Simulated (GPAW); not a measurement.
The Cu K edge of atom 2 in BaCu2S2 (I4/mmm), with 4 S at 2.39 Å (tetrahedral, site symmetry -4m2), was computed in 2 ways: full core hole (charged cell) and no core hole. Program and functional: GPAW, LDA, Gaussian full width 1.55 eV up to 4 eV, rising linearly to 3.5 eV at 25 eV; cells of 5 and 20 atoms (the run without a hole in the smaller).

Each run is counted from its own lowest empty level or Fermi level and scaled to a mean of 1 over its first 20 eV.

| E (eV) | run 1 | run 2 |
| --- | --- | --- |
| -2.0 | 0.00 | 0.00 |
| -1.0 | 0.00 | 0.00 |
| 0.0 | 0.01 | 0.03 |
| 1.0 | 0.08 | 0.18 |
| 2.0 | 0.24 | 0.45 |
| 3.0 | 0.47 | 0.70 |
| 4.0 | 0.64 | 0.90 |
| 5.0 | 0.73 | 1.05 |
| 6.0 | 1.07 | 1.42 |
| 7.0 | 1.37 | 1.45 |
| 8.0 | 1.24 | 1.10 |
| 9.0 | 1.14 | 0.90 |
| 10.0 | 1.12 | 1.03 |
| 11.0 | 1.17 | 1.31 |
| 12.0 | 1.20 | 1.26 |
| 13.0 | 1.26 | 1.09 |
| 14.0 | 1.34 | 1.00 |
| 15.0 | 1.29 | 1.01 |
| 16.0 | 1.22 | 1.06 |
| 17.0 | 1.22 | 1.16 |
| 18.0 | 1.26 | 1.20 |
| 19.0 | 1.25 | 1.12 |
| 20.0 | 1.23 | 1.03 |
| 21.0 | 1.27 | 1.00 |
| 22.0 | 1.29 | 1.00 |
| 23.0 | 1.24 | 0.99 |
| 24.0 | 1.17 | 0.97 |
| 25.0 | 1.15 | 0.98 |
| 26.0 | 1.19 | 1.04 |
| 27.0 | 1.24 | 1.10 |
| 28.0 | 1.24 | 1.08 |
| 29.0 | 1.18 | 0.97 |
| 30.0 | 1.09 | 0.84 |

Question: Which run is which?

Run 1: no core hole (area from −2 to 6 eV 2.7, main maxima 7.0 eV (1.37), 14.2 eV (1.34), 18.4 eV (1.26) and 21.8 eV (1.30)). Run 2: full core hole (charged cell) (area from −2 to 6 eV 4.0, main maxima 6.6 eV (1.54), 11.2 eV (1.33), 17.8 eV (1.20) and 27.4 eV (1.11)). With each curve scaled to its own mean, the area from −2 to 6 eV with the hole is 4.0 against 2.7, and the centre of weight from −1 to 20 eV moves by -0.8 eV: the hole pulls the absorber's empty states down.

[Hosts, paths, dates, database ids (printed as entryN), source tags and the programs' standing remarks are cut or masked in the printed files.]

[Lists of maxima count a maximum above −3 eV only where it reaches 4 % of the highest in the window and stands out from its surroundings by 2 % of it (1.5 % where it reaches 55 %); shoulders and weaker maxima are passed over, and of the rest the first, up to two pre-edge ones and the few strongest are named.]
